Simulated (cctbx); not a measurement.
# MgCr3SnS8 across an absorption edge

Space group Cm (no. 8), a = 15.3220 Å, b = 4.7390 Å, c = 8.4410 Å, α = 90.00°, β = 107.56°, γ = 90.00°.

| atom | mult. | x | y | z | Ueq (Å²) |
| --- | --- | --- | --- | --- | --- |
| Sn1 | 2 | 0.6881 | 0 | 0.2822 | 0.0148 |
| Cr1 | 2 | 0.7987 | 1/2 | 0.6953 | 0.0154 |
| Cr2 | 2 | 0.6035 | 0 | 0.6888 | 0.0142 |
| Cr3 | 2 | 0.8962 | 1/2 | 0.3318 | 0.0214 |
| S1 | 2 | 0.8603 | 0 | 0.2874 | 0.0177 |
| S2 | 2 | 0.7668 | 0 | 0.6778 | 0.0204 |
| S3 | 2 | 0.6576 | 0 | 0.9902 | 0.0128 |
| S4 | 2 | 0.5589 | 0 | 0.3887 | 0.0173 |
| S5 | 2 | 0.9364 | 1/2 | 0.6360 | 0.0184 |
| S6 | 2 | 0.8556 | 1/2 | 0.9815 | 0.0128 |
| S7 | 2 | 0.7386 | 1/2 | 0.3625 | 0.0222 |
| S8 | 2 | 0.6405 | 1/2 | 0.6796 | 0.0226 |
| Mg1 | 2 | 0.8229 | 0 | 0.9811 | 0.0179 |

The model is made up (kin elements in a known structure type, no relaxation), so it says nothing on whether the phase exists.

Calculated with cctbx: free-atom f′ and f″ from the Sasaki tables, no fine structure; amplitudes in electrons.

How do |F(hkl)| and |F(−h−k−l)| change across the Cr K edge?

```text
E (eV)    f'(Cr)   f''           |F|1 1 2        |F|4 0 0        |F|2 0 1        |F|3 1 0
   5389   -2.13   0.55       56.3/  65.2     81.7/ 114.4     62.1/  51.1     79.9/  87.3
   5739   -2.94   0.49       59.2/  65.8     82.6/ 111.5     63.9/  54.9     79.7/  85.6
   5869   -3.67   0.47       61.1/  66.2     82.2/ 109.6     65.5/  57.6     78.5/  83.7
   5929   -4.39   0.46       62.8/  66.6     81.5/ 108.0     67.1/  60.0     77.2/  81.7
   5959   -5.11   0.46       64.5/  67.1     80.7/ 106.5     68.8/  62.3     75.8/  79.7
   5974   -5.85   0.46       66.2/  67.7     79.9/ 105.1     70.5/  64.6     74.4/  77.6
   5981   -6.50   0.46       67.7/  68.3     79.2/ 103.9     72.1/  66.6     73.2/  75.8
   5985   -7.20   0.46       69.4/  68.9     78.5/ 102.7     73.8/  68.8     71.9/  73.8
   5993   -7.52   3.97       78.2/  58.6     89.3/  92.5     67.9/  73.1     81.1/  67.7
   5997   -6.64   3.96       76.3/  57.6     90.1/  94.2     65.6/  70.5     82.5/  70.3
   6004   -5.89   3.96       74.7/  56.8     90.8/  95.7     63.6/  68.3     83.8/  72.6
   6019   -5.07   3.94       73.1/  56.1     91.7/  97.4     61.5/  65.9     85.2/  75.1
   6049   -4.25   3.90       71.5/  55.6     92.6/  99.0     59.5/  63.6     86.6/  77.6
   6139   -3.15   3.79       69.4/  55.3     94.0/ 101.3     57.0/  60.5     88.7/  81.1
   6389   -2.00   3.54       67.3/  55.5     95.9/ 103.6     54.7/  57.6     90.9/  84.9
```

The edge is at 5989 eV. f′ of Cr falls from -3.7 e at 5869 eV to -7.2 e at 4 eV below it, and f″ steps from 0.46 to 3.96 e across it. Over that approach |F| changes by +14 % (1 1 2), -5 % (4 0 0), +13 % (2 0 1) and -8 % (3 1 0): a reflection falls where Cr scatters in phase with the total and rises where it scatters against it; it hardly moves where the Cr term is small or cancels by symmetry or lies in quadrature to the total. The f″ term interferes with the normal scattering with opposite sign for the two Friedel mates. The largest Friedel difference in the scan is 33.4 % of the mean (4 0 0, at 5389 eV).

[Logs are printed without paths, hosts, clocks, repeated set-up lines and the standing remarks that a program may print on its own settings, such as how far it seeks lower states.]
